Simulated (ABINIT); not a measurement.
# SnH2 (Fm-3m): zone-centre phonons, part 3 of 3

Which modes does SnH2 (Fm-3m) have at the zone centre?

ABINIT 10.8.3; DFT LDA, scalar-relativistic, plane waves, HGH norm-conserving pseudopotentials.

So far. Step 7 (Zone-centre response): The acoustic modes at Γ come out as far as 0.3 cm⁻¹ from zero, where they should vanish, a small numerical error. The lowest optical mode is imaginary, 313i cm⁻¹, an instability at this level and on this k mesh. Step 8 (Modes with the sum rule): The rule moves no optical mode by more than 0.1 cm⁻¹. The relaxed cell has a = 5.228 Å (conventional setting).

The structure was built from a prototype and need not be the compound's stable phase.

### Step 9. Sum rules set otherwise (asr 0)

Without the rule the raw error of the acoustic modes shows.

anaddb.abi reads:

```
ddb_filepath "gamma_DDB"
output_file "anaddb.abo"
outdata_prefix "anaddb"
asr 0
chneut 0
enunit 2
eivec 1
nph1l 1
qph1l 0.0 0.0 0.0 1.0
```

mrgddb.in reads:

```
gamma_DDB
merged
2
dfpt_gammao_DDB
gso_DDB
```

Started as:

```bash
mrgddb < mrgddb.in > mrgddb.log
OMP_NUM_THREADS=1 anaddb anaddb.abi > anaddb.log
```

anaddb.abo, the main output file:

```text
-outvars_anaddb: echo values of input variables ----------------------

 Miscellaneous information :
      enunit         2
       eivec         1
      chneut         0
 First list of wavevector (reduced coord.) :
       nph1l         1
       qph1l
                     0.00000000E+00  0.00000000E+00  0.00000000E+00    1.000E+00

================================================================================

 read the DDB information and perform some checks

  ==== Info on the Cryst% object ====
 Real(R)+Recip(G) space primitive vectors, cartesian coordinates (Bohr,Bohr^-1):
 R(1)=  0.0000000  4.9398621  4.9398621  G(1)= -0.1012174  0.1012174  0.1012174
 R(2)=  4.9398621  0.0000000  4.9398621  G(2)=  0.1012174 -0.1012174  0.1012174
 R(3)=  4.9398621  4.9398621  0.0000000  G(3)=  0.1012174  0.1012174 -0.1012174
 Unit cell volume ucvol=  2.4108738E+02 bohr^3
 Angles (23,13,12)=  6.00000000E+01  6.00000000E+01  6.00000000E+01 degrees
 Time-reversal symmetry is present
 Reduced atomic positions [iatom, xred, symbol]:
    1)    0.0000000  0.0000000  0.0000000  Sn
    2)    0.2500000  0.2500000  0.2500000   H
    3)    0.7500000  0.7500000  0.7500000   H

 DDB file with 3 blocks has been read.

================================================================================

 Treat the first list of vectors

  Phonon wavevector (reduced coordinates) :  0.00000  0.00000  0.00000
 Phonon energies in Hartree :
  -1.425952E-03 -1.425952E-03 -1.425952E-03 -1.319779E-06 -1.319778E-06
  -1.319775E-06  3.467146E-03  3.467146E-03  3.467146E-03
 Phonon energies in meV     :
- -3.880214E+01 -3.880214E+01 -3.880214E+01 -3.591301E-02 -3.591298E-02
- -3.591289E-02  9.434584E+01  9.434584E+01  9.434584E+01
 Phonon frequencies in cm-1    :
- -3.129604E+02 -3.129604E+02 -3.129604E+02 -2.896579E-01 -2.896577E-01
- -2.896570E-01  7.609505E+02  7.609505E+02  7.609505E+02
 Phonon frequencies in Thz     :
- -9.382316E+00 -9.382316E+00 -9.382316E+00 -8.683727E-03 -8.683720E-03
- -8.683699E-03  2.281272E+01  2.281272E+01  2.281272E+01
 Phonon energies in Kelvin  :
- -4.502802E+02 -4.502802E+02 -4.502802E+02 -4.167531E-01 -4.167528E-01
- -4.167518E-01  1.094838E+03  1.094838E+03  1.094838E+03

 Eigendisplacements
 (will be given, for each mode : in cartesian coordinates
   for each atom the real part of the displacement vector,
   then the imaginary part of the displacement vector - absolute values smaller than 1.0d-7 are set to zero)
  Mode number    1   Energy   -1.425952E-03
 Attention : low frequency mode.
   (Could be unstable or acoustic mode)
-  1  1.75802022E-07  1.69982975E-06 -2.77774337E-04
-     0.00000000E+00  0.00000000E+00  0.00000000E+00
-  2 -1.03527264E-05 -1.00100512E-04  1.63577284E-02
-     0.00000000E+00  0.00000000E+00  0.00000000E+00
-  3 -1.03527264E-05 -1.00100512E-04  1.63577284E-02
-     0.00000000E+00  0.00000000E+00  0.00000000E+00
  Mode number    2   Energy   -1.425952E-03
 Attention : low frequency mode.
   (Could be unstable or acoustic mode)
-  1  1.60583752E-07 -2.77774347E-04 -1.69972818E-06
-     0.00000000E+00  0.00000000E+00  0.00000000E+00
-  2 -9.45654458E-06  1.63577290E-02  1.00094530E-04
-     0.00000000E+00  0.00000000E+00  0.00000000E+00
-  3 -9.45654458E-06  1.63577290E-02  1.00094530E-04
-     0.00000000E+00  0.00000000E+00  0.00000000E+00
  Mode number    3   Energy   -1.425952E-03
 Attention : low frequency mode.
   (Could be unstable or acoustic mode)
-  1  2.77779492E-04  1.59504984E-07  1.76781369E-07
-     0.00000000E+00  0.00000000E+00  0.00000000E+00
-  2 -1.63580319E-02 -9.39301749E-06 -1.04103988E-05
-     0.00000000E+00  0.00000000E+00  0.00000000E+00
-  3 -1.63580319E-02 -9.39301749E-06 -1.04103988E-05
-     0.00000000E+00  0.00000000E+00  0.00000000E+00
  Mode number    4   Energy   -1.319779E-06
 Attention : low frequency mode.
   (Could be unstable or acoustic mode)
-  1  0.00000000E+00  0.00000000E+00 -2.13166962E-03
-     0.00000000E+00  0.00000000E+00  0.00000000E+00
-  2  0.00000000E+00  0.00000000E+00 -2.13162916E-03
-     0.00000000E+00  0.00000000E+00  0.00000000E+00
-  3  0.00000000E+00  0.00000000E+00 -2.13162916E-03
-     0.00000000E+00  0.00000000E+00  0.00000000E+00
  Mode number    5   Energy   -1.319778E-06
 Attention : low frequency mode.
   (Could be unstable or acoustic mode)
-  1  2.72049920E-07  2.13166961E-03  0.00000000E+00
-     0.00000000E+00  0.00000000E+00  0.00000000E+00
-  2  2.72044757E-07  2.13162915E-03  0.00000000E+00
-     0.00000000E+00  0.00000000E+00  0.00000000E+00
-  3  2.72044757E-07  2.13162915E-03  0.00000000E+00
-     0.00000000E+00  0.00000000E+00  0.00000000E+00
  Mode number    6   Energy   -1.319775E-06
 Attention : low frequency mode.
   (Could be unstable or acoustic mode)
-  1  2.13166961E-03 -2.72050403E-07  0.00000000E+00
-     0.00000000E+00  0.00000000E+00  0.00000000E+00
-  2  2.13162915E-03 -2.72045239E-07  0.00000000E+00
-     0.00000000E+00  0.00000000E+00  0.00000000E+00
-  3  2.13162915E-03 -2.72045239E-07  0.00000000E+00
-     0.00000000E+00  0.00000000E+00  0.00000000E+00
  Mode number    7   Energy    3.467146E-03
-  1  0.00000000E+00  0.00000000E+00  0.00000000E+00
-     0.00000000E+00  0.00000000E+00  0.00000000E+00
-  2  2.44933825E-07 -7.20014116E-07  1.64963404E-02
-     0.00000000E+00  0.00000000E+00  0.00000000E+00
-  3 -2.44933825E-07  7.20014116E-07 -1.64963404E-02
-     0.00000000E+00  0.00000000E+00  0.00000000E+00
  Mode number    8   Energy    3.467146E-03
-  1  0.00000000E+00  0.00000000E+00  0.00000000E+00
-     0.00000000E+00  0.00000000E+00  0.00000000E+00
-  2  3.01553161E-06  1.64963402E-02  7.19969330E-07
-     0.00000000E+00  0.00000000E+00  0.00000000E+00
-  3 -3.01553161E-06 -1.64963402E-02 -7.19969330E-07
-     0.00000000E+00  0.00000000E+00  0.00000000E+00
  Mode number    9   Energy    3.467146E-03
-  1  0.00000000E+00  0.00000000E+00  0.00000000E+00
-     0.00000000E+00  0.00000000E+00  0.00000000E+00
-  2  1.64963402E-02 -3.01552092E-06 -2.45065439E-07
-     0.00000000E+00  0.00000000E+00  0.00000000E+00
-  3 -1.64963402E-02  3.01552092E-06  2.45065439E-07
-     0.00000000E+00  0.00000000E+00  0.00000000E+00

 Analysis of degeneracies and characters (maximum tolerance=1.00E-06 a.u.)
 For each vibration mode, or group of modes if degenerate,
 the characters are given for each symmetry operation (see the list in the log file).
 Symmetry characters of vibration mode #   1
       degenerate with vibration modes #   2 to    3
  3.0 -3.0 -1.0  1.0 -1.0  1.0 -1.0  1.0  1.0 -1.0 -1.0  1.0  1.0 -1.0 -1.0  1.0
  0.0 -0.0 -0.0  0.0  0.0 -0.0 -0.0  0.0  1.0 -1.0 -1.0  1.0 -1.0  1.0  1.0 -1.0
  0.0 -0.0  0.0 -0.0 -0.0  0.0 -0.0  0.0  1.0 -1.0  1.0 -1.0 -1.0  1.0 -1.0  1.0
 Symmetry characters of vibration mode #   4
       degenerate with vibration modes #   5 to    6
  3.0 -3.0 -1.0  1.0 -1.0  1.0 -1.0  1.0  1.0 -1.0 -1.0  1.0  1.0 -1.0 -1.0  1.0
 -0.0  0.0 -0.0  0.0 -0.0  0.0  0.0 -0.0  1.0 -1.0 -1.0  1.0 -1.0  1.0  1.0 -1.0
  0.0 -0.0 -0.0  0.0 -0.0  0.0 -0.0  0.0  1.0 -1.0  1.0 -1.0 -1.0  1.0 -1.0  1.0
 Symmetry characters of vibration mode #   7
       degenerate with vibration modes #   8 to    9
  3.0  3.0 -1.0 -1.0 -1.0 -1.0 -1.0 -1.0  1.0  1.0 -1.0 -1.0  1.0  1.0 -1.0 -1.0
 -0.0 -0.0 -0.0 -0.0 -0.0 -0.0  0.0  0.0  1.0  1.0 -1.0 -1.0 -1.0 -1.0  1.0  1.0
 -0.0 -0.0 -0.0 -0.0  0.0  0.0  0.0  0.0  1.0  1.0  1.0  1.0 -1.0 -1.0 -1.0 -1.0
-
```

Run time: 1.2 s. Hardware: 1 thread of AMD EPYC (Zen 3), shared host.

Zone-centre frequencies as printed; negative means imaginary. Modes:

```csv
mode,frequency (cm⁻¹)
1,-313
2,-313
3,-313
4,-0.29
5,-0.29
6,-0.29
7,761
8,761
9,761
```

### Step 10. What came out

* space group after relaxation: Fm-3m
* volume per atom: 11.9 Å³
* highest optical zone-centre mode (no LO-TO term): 761.0 cm⁻¹
* lowest optical zone-centre mode: -313.0 cm⁻¹
* imaginary optical modes at the zone centre (no q mesh in this session): yes

At the LDA level the optical modes of SnH2 (Fm-3m) at the zone centre run from 313i to 761 cm⁻¹, so the structure is a saddle point, with 3 modes beyond 10i cm⁻¹ there. The base run prints -0.51 GPa, mostly the error of a finite basis; the relaxation, with a smoothed and higher cutoff, had brought the cell to rest. These are harmonic frequencies at zero temperature: anharmonic shifts and linewidths and thermal expansion are left out. The HGH files keep few electrons and have no core correction, which is cheap but rough for Sn. In a metal the frequencies hang on the k mesh and the smearing, most of all near Kohn anomalies. The structure is a hypothetical one, built on a prototype.

[Host names and launcher messages were left out of these logs when they were recorded.]

[Logs are printed without paths, hosts, clocks, repeated set-up lines and the standing remarks that a program may print on its own settings, such as how far it seeks lower states.]

[Hosts, paths, dates, database ids (printed as entryN), source tags and the programs' standing remarks are cut or masked in the printed files.]
